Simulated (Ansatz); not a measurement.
**Nb wire along [110], 23 atoms a period: bands along the axis**

Wanted: the relaxed geometry and the bands of the Nb wire along [110], 23 atoms a period.

Calculated with Ansatz 0.2.0; DFT PBE, plane waves, PAW; relaxation of a wire's period; PAW set soft_1, in the first sound run; inputs show where later runs differ.

## (1) Starting point

The cell holds 23 atoms: 23 Nb. Its edges and angles: a = 16.730 Å, b = 16.162 Å, c = 4.681 Å, α = 90.0°, β = 90.0°, γ = 90.0°. Vacuum lies along a and b. The structure's axis is c.

## (2) Relaxation of atoms and period

Band widths follow the bond lengths, so the wire is relaxed first. The atoms and the third cell vector are free; the box across stays fixed as vacuum. A Fermi-Dirac smearing is set since the result may be a metal. The pressure printed is a third of the stress's trace over the whole box, vacuum included; only the stress along the axis is relaxed.

input.yaml reads:

```yaml
crystal:
  lattice:
    - [16.73, 0.0, 0.0]
    - [0.0, 16.162, 0.0]
    - [0.0, 0.0, 4.6810468915]
  atoms:
    - { symbol: Nb, position: [0.302151823, 0.500002901, 0.0] }
    - { symbol: Nb, position: [0.401075912, 0.64481935, 0.0] }
    - { symbol: Nb, position: [0.5, 0.500002901, 0.0] }
    - { symbol: Nb, position: [0.5, 0.789635799, 0.0] }
    - { symbol: Nb, position: [0.598924088, 0.64481935, 0.0] }
    - { symbol: Nb, position: [0.697848177, 0.500002901, 0.0] }
    - { symbol: Nb, position: [0.203227735, 0.500002901, 0.5] }
    - { symbol: Nb, position: [0.302151823, 0.355186453, 0.5] }
    - { symbol: Nb, position: [0.302151823, 0.64481935, 0.5] }
    - { symbol: Nb, position: [0.401075912, 0.210370004, 0.5] }
    - { symbol: Nb, position: [0.401075912, 0.500002901, 0.5] }
    - { symbol: Nb, position: [0.401075912, 0.789635799, 0.5] }
    - { symbol: Nb, position: [0.5, 0.355186453, 0.5] }
    - { symbol: Nb, position: [0.5, 0.64481935, 0.5] }
    - { symbol: Nb, position: [0.598924088, 0.210370004, 0.5] }
    - { symbol: Nb, position: [0.598924088, 0.500002901, 0.5] }
    - { symbol: Nb, position: [0.598924088, 0.789635799, 0.5] }
    - { symbol: Nb, position: [0.697848177, 0.355186453, 0.5] }
    - { symbol: Nb, position: [0.697848177, 0.64481935, 0.5] }
    - { symbol: Nb, position: [0.796772265, 0.500002901, 0.5] }
    - { symbol: Nb, position: [0.401075912, 0.355186453, 0.0] }
    - { symbol: Nb, position: [0.5, 0.210370004, 0.0] }
    - { symbol: Nb, position: [0.598924088, 0.355186453, 0.0] }
kpoints:
  mp_grid: { grid: [1, 1, 18] }
scf:
  occupations: { method: fermi_dirac, width: 0.05 }
hamiltonian:
  xc: pbe
  pseudopotentials: { kind: paw, azcp: { folder: soft_1 } }
relax:
  cell: { fix: [a, b, alpha, beta, gamma] }
  max_steps: 45
  f_tol: 0.03
```

Started as:

```sh
ansatz run input.yaml --threads 4 --pin off --max-ram 16384MiB --backend cpu --events-out ev --progress --plain --runs-dir out
```

Numbers of over 12 decimals in the logs are rounded to 6 here.

Output:

```text
Engine: ansatz 0.2.0, x86_64-unknown-linux-gnu
Pseudopotentials: kind: paw
Pseudopotential: Nb, paw, valence charge 13, recommended cutoff 420 eV (normal), soft_1/Nb.paw.azcp
Functional definition: PBE
  parameter kappa = 0.804
  parameter beta = 0.066725
  exchange = pbe_x(kappa = kappa, mu = beta*pi^2/3)
  correlation = pbe_c(beta = beta)
Crystal: 23 atoms, lattice volume = 1265.709 Å³
Basis set: ecut = 420 eV, 24679 PW (Γ), exchange–correlation on 240×240×64 points (8 copies of the dense FFT grid, shifted against one another)
Bands: 180, of which v1, the nominal top of the filled ones, is band 150 counted from 1 (149 counted from 0)
Symmetry: 8 space group operations
Space group: Pmmm (ITA 47), of the structure as read, at distance tolerance 1.1e-4 Å
k-points: 10 of 18
Non-local potential: Nb, projectors of the file, l = 0: 3, l = 1: 2, l = 2: 2, l = 3: 1
PAW form: soft (Blöchl's): semilocal exchange-correlation on the pseudo side does not see the compensation charge
PAW one-centre angular grid: Nb, 590 points (default); XC on 64 Gauss nodes
Initial density: superposition of atomic densities (neutral atoms: chi_scale 0, normalization atom)
Initial wavefunctions: pseudopotential atomic-orbital guess
Functional: x = pbe(κ = 0.804, μ = 0.219515), c = pbe(β = 0.066725)
SCF iter   1: F=—  HF=-104707.980168 eV  |F-HF|=—  |Δ(HF+E_count)|=         —  Δρ=5.68e-2  dr2=3.48e2  ethr=3.10e-3  ⟨swp⟩=11.4  Hψ=9107  notcnv=0  defer=3
preconditioner: auto → LDOS  [metal: Δε(μ)=0.004 eV  Ē_g=3.555 eV  σ=0.050 eV  W_gap=0.02  n_scr=218 (ndim 8)  ℏωp=11.2 eV  f_vac=0.503  D(μ)=25.08/eV (n_scr^D=144)  β→1.0]
SCF iter   2: F=—  HF=-104703.733258 eV  |F-HF|=—  |Δ(HF+E_count)|=    4.25e0  Δρ=6.74e-2  dr2=7.68e2  ethr=3.10e-3  ⟨swp⟩=8.8  Hψ=7582  notcnv=0  defer=85
SCF iter   3: F=—  HF=-104677.346090 eV  |F-HF|=—  |Δ(HF+E_count)|=    2.64e1  Δρ=1.38e-2  dr2=1.20e1  ethr=3.10e-3  ⟨swp⟩=6.6  Hψ=5648  notcnv=0  defer=22
SCF iter   4: F=—  HF=-104676.874800 eV  |F-HF|=—  |Δ(HF+E_count)|=   4.71e-1  Δρ=4.16e-3  dr2=1.42e0  ethr=3.10e-3  ⟨swp⟩=2.8  Hψ=2308  notcnv=0  defer=30
SCF iter   5: F=—  HF=-104676.836370 eV  |F-HF|=—  |Δ(HF+E_count)|=   3.84e-2  Δρ=1.68e-3  dr2=2.15e-1  ethr=4.76e-4  ⟨swp⟩=4.9  Hψ=2956  notcnv=0  defer=29
SCF iter   6: F=—  HF=-104676.838720 eV  |F-HF|=—  |Δ(HF+E_count)|=   2.35e-3  Δρ=6.93e-4  dr2=3.86e-2  ethr=7.21e-5  ⟨swp⟩=3.2  Hψ=2619  notcnv=0  defer=29
SCF iter   7: F=—  HF=-104676.837725 eV  |F-HF|=—  |Δ(HF+E_count)|=   9.95e-4  Δρ=1.61e-4  dr2=1.45e-3  ethr=1.29e-5  ⟨swp⟩=2.0  Hψ=2065  notcnv=0  defer=29
SCF iter   8: F=—  HF=-104676.837813 eV  |F-HF|=—  |Δ(HF+E_count)|=   8.84e-5  Δρ=5.60e-5  dr2=7.37e-5  ethr=4.86e-7  ⟨swp⟩=2.7  Hψ=2757  notcnv=0  defer=29
SCF iter   9: F=—  HF=-104676.838192 eV  |F-HF|=—  |Δ(HF+E_count)|=   3.79e-4  Δρ=1.84e-5  dr2=1.01e-5  ethr=2.47e-8  ⟨swp⟩=2.7  Hψ=2936  notcnv=0  defer=29
SCF iter  10: F=—  HF=-104676.838194 eV  |F-HF|=—  |Δ(HF+E_count)|=   1.58e-6  Δρ=5.24e-6  dr2=8.89e-7  ethr=3.37e-9  ⟨swp⟩=2.3  Hψ=2368  notcnv=0  defer=29
SCF iter  11: F=-104676.838194 eV  HF=-104676.838194 eV  |F-HF|=5.50e-9  |Δ(HF+E_count)|=   2.32e-7  Δρ=1.92e-6  dr2=9.55e-8  ethr=3.34e-11  ⟨swp⟩=6.2  Hψ=6895  notcnv=0
SCF 1 converged in 11 iterations: F = -104676.838194 eV  dr2 = 9.55e-8
  greatest PAW one-centre occupation: 0.998 electrons in one spin orbital (limit 2), on the Nb atom at site 15 (counted from 0), in its partial waves of l = 0
relax step   1: F+E_penalty+E_count = -104676.83819388 eV  Δ(F+E_penalty+E_count) = +0.000e0 eV  max|allowed force component| = 2.893e0 eV/Å  Δτ_max = 0.0000 Å  P = -4.684 GPa  Ω = 1265.709 Å³  fix = [a, b, alpha, beta, gamma]  reactions: a -4.567, b -4.502 GPa  (11 SCF iters, dr2 threshold 1.00e-7 eV, accepted)
Crystal: 23 atoms, lattice volume = 1236.636 Å³
Basis set: ecut = 420 eV, 24135 PW (Γ), exchange–correlation on 240×240×64 points (8 copies of the dense FFT grid, shifted against one another)
Initial density: handed on by an earlier stage of this run
Initial wavefunctions: those handed on with the density
iter 1 solved again at ethr=1.27e-3 eV; its pass at ethr=3.10e-3 eV (dr2=3.78e0 eV) is discarded
SCF iter   1: F=—  HF=-104680.263828 eV  |F-HF|=—  |Δ(HF+E_count)|=         —  Δρ=1.16e-2  dr2=3.98e0  ethr=1.27e-3  ⟨swp⟩=2.1  Hψ=9094  notcnv=0
preconditioner: auto → LDOS  [metal: Δε(μ)=0.035 eV  Ē_g=2.863 eV  σ=0.050 eV  W_gap=0.17  n_scr=218 (ndim 8)  ℏωp=11.3 eV  f_vac=0.533  D(μ)=23.18/eV (n_scr^D=142)  β→1.0]
SCF iter   2: F=—  HF=-104680.006259 eV  |F-HF|=—  |Δ(HF+E_count)|=   2.58e-1  Δρ=6.66e-3  dr2=2.34e0  ethr=1.27e-3  ⟨swp⟩=3.7  Hψ=2879  notcnv=0
SCF iter   3: F=—  HF=-104679.825959 eV  |F-HF|=—  |Δ(HF+E_count)|=   1.80e-1  Δρ=1.71e-3  dr2=1.27e-1  ethr=7.82e-4  ⟨swp⟩=2.3  Hψ=2859  notcnv=0  defer=20
SCF iter   4: F=—  HF=-104679.812990 eV  |F-HF|=—  |Δ(HF+E_count)|=   1.30e-2  Δρ=4.02e-4  dr2=3.71e-3  ethr=4.26e-5  ⟨swp⟩=2.6  Hψ=3171  notcnv=0  defer=27
SCF iter   5: F=—  HF=-104679.813189 eV  |F-HF|=—  |Δ(HF+E_count)|=   1.99e-4  Δρ=1.26e-4  dr2=3.99e-4  ethr=1.24e-6  ⟨swp⟩=2.4  Hψ=2973  notcnv=0  defer=27
SCF iter   6: F=—  HF=-104679.813500 eV  |F-HF|=—  |Δ(HF+E_count)|=   3.11e-4  Δρ=4.79e-5  dr2=6.91e-5  ethr=1.33e-7  ⟨swp⟩=2.3  Hψ=2814  notcnv=0  defer=27
SCF iter   7: F=—  HF=-104679.813513 eV  |F-HF|=—  |Δ(HF+E_count)|=   1.35e-5  Δρ=1.53e-5  dr2=6.73e-6  ethr=2.31e-8  ⟨swp⟩=2.2  Hψ=2636  notcnv=0  defer=27
SCF iter   8: F=-104679.813514 eV  HF=-104679.813515 eV  |F-HF|=4.62e-7  |Δ(HF+E_count)|=   1.42e-6  Δρ=5.90e-6  dr2=9.57e-7  ethr=7.69e-10  ⟨swp⟩=5.0  Hψ=6149  notcnv=0
SCF 2 converged in 8 iterations: F = -104679.813514 eV  dr2 = 9.57e-7
  greatest PAW one-centre occupation: 0.998 electrons in one spin orbital (limit 2), on the Nb atom at site 2 (counted from 0), in its partial waves of l = 0
relax step   2: F+E_penalty+E_count = -104679.81351429 eV  Δ(F+E_penalty+E_count) = -2.975e0 eV  max|allowed force component| = 1.041e0 eV/Å  Δτ_max = 0.1950 Å  P = -1.930 GPa  Ω = 1236.636 Å³  energy of the carried Pulay correction = +1.233e-3 eV  fix = [a, b, alpha, beta, gamma]  reactions: a -1.781, b -1.989 GPa  (8 SCF iters, dr2 threshold 2.30e-6 eV, accepted)
Crystal: 23 atoms, lattice volume = 1214.860 Å³
Basis set: ecut = 420 eV, 23739 PW (Γ), exchange–correlation on 240×240×64 points (8 copies of the dense FFT grid, shifted against one another)
SCF iter   1: F=—  HF=-104680.832708 eV  |F-HF|=—  |Δ(HF+E_count)|=         —  Δρ=1.37e-2  dr2=1.07e1  ethr=3.10e-3  ⟨swp⟩=9.2  Hψ=7184  notcnv=0  defer=12
[...]
relax step   7: F+E_penalty+E_count = -104680.37526132 eV  Δ(F+E_penalty+E_count) = -6.281e-4 eV  max|allowed force component| = 3.098e-2 eV/Å  Δτ_max = 0.0090 Å  P = -0.033 GPa  Ω = 1222.174 Å³  energy of the carried Pulay correction = +1.857e-3 eV  fix = [a, b, alpha, beta, gamma]  reactions: a -0.026, b -0.042 GPa  (6 SCF iters, dr2 threshold 2.69e-7 eV, accepted)
[...]
relax step   8: F+E_penalty+E_count = -104680.37590784 eV  Δ(F+E_penalty+E_count) = -6.465e-4 eV  max|allowed force component| = 1.838e-2 eV/Å  Δτ_max = 0.0053 Å  P = -0.021 GPa  Ω = 1220.708 Å³  energy of the carried Pulay correction = +1.921e-3 eV  fix = [a, b, alpha, beta, gamma]  reactions: a -0.006, b -0.060 GPa  (7 SCF iters, dr2 threshold 6.00e-8 eV, accepted)
Initial wavefunctions: pseudopotential atomic-orbital guess (no wavefunctions were taken with the density)
iter 1 solved again at ethr=4.48e-6 eV; its pass at ethr=3.10e-3 eV (dr2=1.34e-2 eV) is discarded
SCF iter   1: F=—  HF=-104680.373846 eV  |F-HF|=—  |Δ(HF+E_count)|=         —  Δρ=3.44e-5  dr2=2.51e-6  ethr=4.48e-6  ⟨swp⟩=4.1  Hψ=12243  notcnv=0
eigensolver tolerance schedule: the retry pair's looser diagonalisation over-reported the residual by 5327.46 of it (diagonalisation noise at an unbounded share of the residual, at the tolerance the schedule requests for it); recorded, not acted on — ethr = c·dr2/N_el stays at c = 1.0e-1
preconditioner: auto → LDOS  [metal: Δε(μ)=0.006 eV  Ē_g=2.936 eV  σ=0.050 eV  W_gap=0.03  n_scr=218 (ndim 8)  ℏωp=11.4 eV  f_vac=0.541  D(μ)=25.16/eV (n_scr^D=156)  β→1.0]
SCF iter   2: F=—  HF=-104680.374037 eV  |F-HF|=—  |Δ(HF+E_count)|=   1.91e-4  Δρ=8.95e-6  dr2=1.68e-6  ethr=8.40e-10  ⟨swp⟩=4.5  Hψ=5175  notcnv=0
SCF iter   3: F=—  HF=-104680.374037 eV  |F-HF|=—  |Δ(HF+E_count)|=   3.02e-7  Δρ=2.48e-6  dr2=7.00e-8  ethr=5.60e-10  ⟨swp⟩=3.0  Hψ=3856  notcnv=0
SCF iter   4: F=—  HF=-104680.374037 eV  |F-HF|=—  |Δ(HF+E_count)|=   2.50e-9  Δρ=9.58e-7  dr2=3.24e-8  ethr=2.34e-11  ⟨swp⟩=2.2  Hψ=3147  notcnv=0
SCF iter   5: F=—  HF=-104680.374037 eV  |F-HF|=—  |Δ(HF+E_count)|=   4.69e-9  Δρ=3.09e-7  dr2=2.81e-9  ethr=1.08e-11  ⟨swp⟩=2.0  Hψ=2452  notcnv=0
SCF iter   6: F=—  HF=-104680.374037 eV  |F-HF|=—  |Δ(HF+E_count)|=  6.40e-10  Δρ=1.06e-7  dr2=3.88e-10  ethr=1.00e-12  ⟨swp⟩=2.0  Hψ=2598  notcnv=0
SCF iter   7: F=-104680.374037 eV  HF=-104680.374037 eV  |F-HF|=2.91e-11  |Δ(HF+E_count)|=    0.00e0  Δρ=2.49e-8  dr2=2.24e-11  ethr=1.00e-12  ⟨swp⟩=4.8  Hψ=5572  notcnv=0
SCF 9 converged in 7 iterations: F = -104680.374037 eV  dr2 = 2.24e-11
relax step   9: F+E_penalty+E_count = -104680.37403707 eV  Δ(F+E_penalty+E_count) = +1.871e-3 eV  max|allowed force component| = 1.849e-2 eV/Å  Δτ_max = 0.0000 Å  P = -0.020 GPa  Ω = 1220.708 Å³  fix = [a, b, alpha, beta, gamma]  reactions: a -0.005, b -0.059 GPa  stress off target by 2.73e-3 GPa on what of the cell is left free  SCF on the basis re-selected at this cell (its energy is not comparable with the rows above)  (7 SCF iters)
basis re-selected at this cell: Δ(F+E_penalty+E_count) = +1.871e-3 eV, ΔP = +0.000 GPa vs the last step (what re-selecting the basis moved, of the pressure what is left beyond the Pulay correction that the steps carried, after the strain that the cell walked since its last selection, with what the two solves' SCF thresholds leave and, on support functions, any second-order correction that the steps lacked; it is no m [...]
SCF converged after 7 iterations
Free energy (F): -104680.374037 eV
Harris-Foulkes:  -104680.374037 eV  (|F-HF|=2.91e-11)
Internal energy: -104680.167783 eV  (E = F + TS)
E sigma→0 (E₀):  -104680.270910 eV
Entropy (-TS):   -0.206254 eV (-8.968 meV/atom)
Fermi energy:    3.889079 eV
--- Per-component energies (eV) ---
  E_band       = -5736.124703
  E_kinetic    = 8582.512391
  E_local      = -157376.491018  (includes V_loc(G=0)·N_el)
  E_nonlocal   = 2218.184420
  E_hartree    = 74076.799923
  E_xc         = -3793.837433
  E_vxc        = -4590.566391  (∫ρ·V_xc dr)
  E_paw        = -70900.806127  (= ΣΔE_a)
  E_vpaw       = -2723.363472  (= ΣTr[D̂ρ^β])
  E_aug_tail   = 0.001014  (compensation charges beyond the density's cutoff)
  E_ewald      = 42513.469048
  E_smearing   = -0.206254  (= −TS)
  E_closure    = 0.000000  (closes the sum)
  Σ components = -104680.374037   (vs F -104680.374037, Δ=0.00e0)
--- Forces (eV/Å), atoms counted from 1 ---
  atom   1  Nb     0.00861091    -0.00000000     0.00000000
  atom   2  Nb    -0.00607616     0.00463236    -0.00000000
  atom   3  Nb     0.00000000     0.00000000     0.00000000
  atom   4  Nb    -0.00000000    -0.00089022    -0.00000000
  atom   5  Nb     0.00607616     0.00463236     0.00000000
  atom   6  Nb    -0.00861091     0.00000000    -0.00000000
  atom   7  Nb    -0.01848585    -0.00000000    -0.00000000
  atom   8  Nb     0.00813656     0.00440010     0.00000000
  atom   9  Nb     0.00813656    -0.00440010     0.00000000
  atom  10  Nb     0.00456512     0.00004248     0.00000000
  atom  11  Nb     0.00476678     0.00000000     0.00000000
  atom  12  Nb     0.00456512    -0.00004248     0.00000000
  atom  13  Nb    -0.00000000    -0.00042897    -0.00000000
  atom  14  Nb     0.00000000     0.00042897     0.00000000
  atom  15  Nb    -0.00456512     0.00004248    -0.00000000
  atom  16  Nb    -0.00476678    -0.00000000    -0.00000000
  atom  17  Nb    -0.00456512    -0.00004248    -0.00000000
  atom  18  Nb    -0.00813656     0.00440010    -0.00000000
  atom  19  Nb    -0.00813656    -0.00440010    -0.00000000
  atom  20  Nb     0.01848585     0.00000000     0.00000000
  atom  21  Nb    -0.00607616    -0.00463236    -0.00000000
  atom  22  Nb     0.00000000     0.00089022     0.00000000
  atom  23  Nb     0.00607616    -0.00463236     0.00000000
  max |Σ_I F_I| component: 2.60e-18 eV/Å
--- Stress (GPa, compression-positive) ---
       -0.004786      -0.000000       0.000000
       -0.000000      -0.059183      -0.000000
        0.000000      -0.000000       0.002728
  P = ⅓ Tr σ = -0.0204 GPa (-0.204 kbar)
--- Relaxed structure (8 steps of the walk, 7 accepted, 1 SCFs on fresh bases) ---
  F+E_penalty+E_count = -104680.37403707 eV   max|allowed force component| = 1.849e-2 eV/Å   (the final SCF, on the basis selected at the relaxed cell)
  cell:  # Å, volume = 1220.7075 Å³
    - [16.73, 0, 0]
    - [0, 16.162, 0]
    - [0, 0, 4.514614]
  atoms:
    - { symbol: Nb, position: [0.304280, 0.5, 0] }
    - { symbol: Nb, position: [0.400301, 0.647634, 5.40033493081104e-19] }
    - { symbol: Nb, position: [0.5, 0.5, 0] }
    - { symbol: Nb, position: [0.5, 0.784128, -1.0551290722335363e-18] }
    - { symbol: Nb, position: [0.599699, 0.647634, 5.40033493081104e-19] }
    - { symbol: Nb, position: [0.695720, 0.5, 0] }
    - { symbol: Nb, position: [0.219607, 0.5, 0.5] }
    - { symbol: Nb, position: [0.300798, 0.364248, 0.5] }
    - { symbol: Nb, position: [0.300798, 0.635752, 0.5] }
    - { symbol: Nb, position: [0.411502, 0.223441, 0.5] }
    - { symbol: Nb, position: [0.400049, 0.5, 0.5] }
    - { symbol: Nb, position: [0.411502, 0.776559, 0.5] }
    - { symbol: Nb, position: [0.5, 0.359894, 0.5] }
    - { symbol: Nb, position: [0.5, 0.640106, 0.5] }
    - { symbol: Nb, position: [0.588498, 0.223441, 0.5] }
    - { symbol: Nb, position: [0.599951, 0.5, 0.5] }
    - { symbol: Nb, position: [0.588498, 0.776559, 0.5] }
    - { symbol: Nb, position: [0.699202, 0.364248, 0.5] }
    - { symbol: Nb, position: [0.699202, 0.635752, 0.5] }
    - { symbol: Nb, position: [0.780393, 0.5, 0.5] }
    - { symbol: Nb, position: [0.400301, 0.352366, -5.400334930811041e-19] }
    - { symbol: Nb, position: [0.5, 0.215872, 1.0551290722335363e-18] }
    - { symbol: Nb, position: [0.599699, 0.352366, -5.40033493081104e-19] }
```

Run time: 4.5 min. Hardware: 4 threads of Intel Xeon Platinum 8259CL at 2.50GHz (Skylake/Cascade Lake), shared host; peak memory 4.9 GiB; 18 min of CPU time.

(Continued in part 2 of 2.)

[Logs are printed without paths, hosts, clocks, repeated set-up lines and the standing remarks that a program may print on its own settings, such as how far it seeks lower states.]

[Hosts, paths, dates, database ids (printed as entryN), source tags and the programs' standing remarks are cut or masked in the printed files.]
